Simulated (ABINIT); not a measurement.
Planning a run of ABINIT 10.8.3 on LiCl (Fm-3m). The input:

```
acell 3*1.0 Angstrom
rprim 
  0.000000000000 2.564770000000 2.564770000000
  2.564770000000 0.000000000000 2.564770000000
  2.564770000000 2.564770000000 -0.000000000000
ntypat 2
znucl 3 17
natom 2
typat 1 2
xred 
  0.000000000000 0.000000000000 0.000000000000
  0.500000000000 0.500000000000 0.500000000000
pp_dirpath "pseudos"
pseudos "Li.upf, Cl.upf"
ecut 33
ngkpt 8 8 8
nshiftk 1
shiftk 0 0 0
kptopt 1
chksymbreak 0
istwfk *1
occopt 1
irdwfk 1
optdriver 99
bs_calctype 1
mbpt_sciss 2.917 eV
bs_loband 3
nband 6
bs_exchange_term 1
bs_coulomb_term 21
bs_coupling 0
bs_algorithm 1
bs_freq_mesh 0 12 0.1 eV
zcut 0.1 eV
ecuteps 3
ecutwfn 16.5
inclvkb 2
mdf_epsinf 3.05
irdden 1
indata_prefix "in"
outdata_prefix "out"
tmpdata_prefix "tmp"
```

The database entry behind the starting cell differs from later determinations by our own check (0.1 to 0.3 % short, probably kX units), so it need not match the best structure at ambient conditions.

```sh
OMP_NUM_THREADS=1 mpirun -n 4 abinit run.abi > log
```

**Question.** How long will it take on 4 MPI ranks of Arm Neoverse V2, shared host, and how much memory?

It took 40 s; on shared hardware allow 20 s to 81 s. Peak host memory was 0.37 GiB.

The kernel grows as the square of the matrix size, and full diagonalisation as its cube.

[Paths, hosts, dates, memory and timing lines, banners, echoed tables and standing remarks are left out of the program output.]

[Logs are printed without paths, hosts, clocks, repeated set-up lines and the standing remarks that a program may print on its own settings, such as how far it seeks lower states.]

[Runs of the session that timed out or met a known fault of the program may be left out.]

[Hosts, paths, dates, database ids (printed as entryN), source tags and the programs' standing remarks are cut or masked in the printed files.]

[G0W0 gaps are taken among the corrected bands and points alone; a level outside them can change the order at an edge.]

[Where Ansatz stands beside ABINIT at settings called matched, ABINIT's density can come from a denser mesh and the files from another edition; pairs whose starting gaps differed by over 0.03 eV were left out, so agreement reads better than it is.]
